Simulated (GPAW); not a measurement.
YCoC (P4/mmm), C K edge of atom 3, with 2 Co at 1.81 Å (linear, site symmetry 4/mmm). Method: GPAW, LDA, excited-electron core hole (neutral cell), 12-atom cell with 6.2 Å between holes, 4×4×4 k points, dipole transitions, Gaussian full width 0.9 eV up to 4 eV, rising linearly to 3.5 eV at 25 eV.

```xyz
3
Lattice="3.5679 0.0000 0.0000 0.0000 3.5679 0.0000 0.0000 0.0000 3.6191" Properties=species:S:1:pos:R:3 pbc="T T T"
Y     0.0000    0.0000    0.0000
Co    1.7840    1.7840    1.8096
C     1.7840    1.7840    0.0000
```

Energy from the lowest empty level; a common scale on which the isotropic spectrum has a mean of 1 over the first 20 eV.

| E (eV) | curve 1 | curve 2 |
| --- | --- | --- |
| -2.0 | 0.00 | 0.00 |
| -1.5 | 0.00 | 0.00 |
| -1.0 | 0.00 | 0.00 |
| -0.5 | 0.02 | 0.10 |
| 0.0 | 0.10 | 0.64 |
| 0.5 | 0.16 | 1.59 |
| 1.0 | 0.24 | 1.93 |
| 1.5 | 0.29 | 1.43 |
| 2.0 | 0.37 | 0.86 |
| 2.5 | 0.43 | 0.78 |
| 3.0 | 0.95 | 1.02 |
| 3.5 | 1.41 | 1.12 |
| 4.0 | 2.42 | 1.15 |
| 4.5 | 3.26 | 1.31 |
| 5.0 | 1.86 | 1.58 |
| 5.5 | 0.69 | 1.32 |
| 6.0 | 0.45 | 1.25 |
| 6.5 | 0.52 | 1.66 |
| 7.0 | 0.51 | 2.08 |
| 7.5 | 0.46 | 2.29 |
| 8.0 | 0.50 | 2.31 |
| 8.5 | 0.58 | 2.01 |
| 9.0 | 0.76 | 1.58 |
| 9.5 | 1.15 | 1.31 |
| 10.0 | 1.63 | 1.18 |
| 10.5 | 1.99 | 1.05 |
| 11.0 | 2.08 | 0.89 |
| 11.5 | 1.94 | 0.73 |
| 12.0 | 1.68 | 0.63 |
| 12.5 | 1.34 | 0.55 |
| 13.0 | 0.95 | 0.47 |
| 13.5 | 0.62 | 0.40 |
| 14.0 | 0.41 | 0.37 |
| 14.5 | 0.30 | 0.35 |
| 15.0 | 0.26 | 0.32 |
| 15.5 | 0.26 | 0.29 |
| 16.0 | 0.33 | 0.27 |
| 16.5 | 0.53 | 0.27 |
| 17.0 | 0.84 | 0.28 |
| 17.5 | 1.21 | 0.30 |
| 18.0 | 1.55 | 0.34 |
| 18.5 | 1.73 | 0.41 |
| 19.0 | 1.70 | 0.50 |
| 19.5 | 1.51 | 0.64 |
| 20.0 | 1.25 | 0.81 |
| 20.5 | 1.01 | 0.98 |
| 21.0 | 0.83 | 1.13 |
| 21.5 | 0.72 | 1.23 |
| 22.0 | 0.65 | 1.25 |
| 22.5 | 0.59 | 1.20 |
| 23.0 | 0.55 | 1.11 |
| 23.5 | 0.51 | 1.01 |
| 24.0 | 0.47 | 0.92 |
| 24.5 | 0.43 | 0.85 |
| 25.0 | 0.40 | 0.80 |
| 25.5 | 0.38 | 0.76 |
| 26.0 | 0.38 | 0.73 |
| 26.5 | 0.38 | 0.69 |
| 27.0 | 0.40 | 0.65 |
| 27.5 | 0.43 | 0.62 |
| 28.0 | 0.46 | 0.61 |
| 28.5 | 0.50 | 0.60 |
| 29.0 | 0.54 | 0.62 |
| 29.5 | 0.59 | 0.64 |
| 30.0 | 0.65 | 0.66 |
| 30.5 | 0.71 | 0.67 |
| 31.0 | 0.76 | 0.67 |
| 31.5 | 0.80 | 0.66 |
| 32.0 | 0.81 | 0.65 |

Question: The curves are for the electric vector along different Cartesian axes of the cell as given, averaged over the symmetry-equivalent atoms. Which is which?

Curve 1: along z (c), main maxima 4.4 eV (3.30), 10.9 eV (2.08) and 18.7 eV (1.74). Curve 2: along x (⊥ c) (the other in-plane axis gives the same curve within 3 %), main maxima 0.9 eV (1.95), 5.0 eV (1.58) and 7.8 eV (2.34). A K edge sees empty p states; the first features are C p mixed into the empty d states of the Co neighbours, and the broad ones above probably into the cations' higher empty bands. Each direction probes the empty orbitals that point along it. The hole lies in one spin channel, while the script sums the empty states of both and takes the lower zero; where the two channels are split, this blurs and shifts the curve. The starting moments shrank to 0.00 μB or less, so this is hardly a magnetic state.

[Banner, clock and machine lines of the logs are left out without a mark of their own.]

[Logs are printed without paths, hosts, clocks, repeated set-up lines and the standing remarks that a program may print on its own settings, such as how far it seeks lower states.]

[Hosts, paths, dates, database ids (printed as entryN), source tags and the programs' standing remarks are cut or masked in the printed files.]

[Lists of maxima count a maximum above −3 eV only where it reaches 4 % of the highest in the window and stands out from its surroundings by 2 % of it (1.5 % where it reaches 55 %); shoulders and weaker maxima are passed over, and of the rest the first, up to two pre-edge ones and the few strongest are named.]
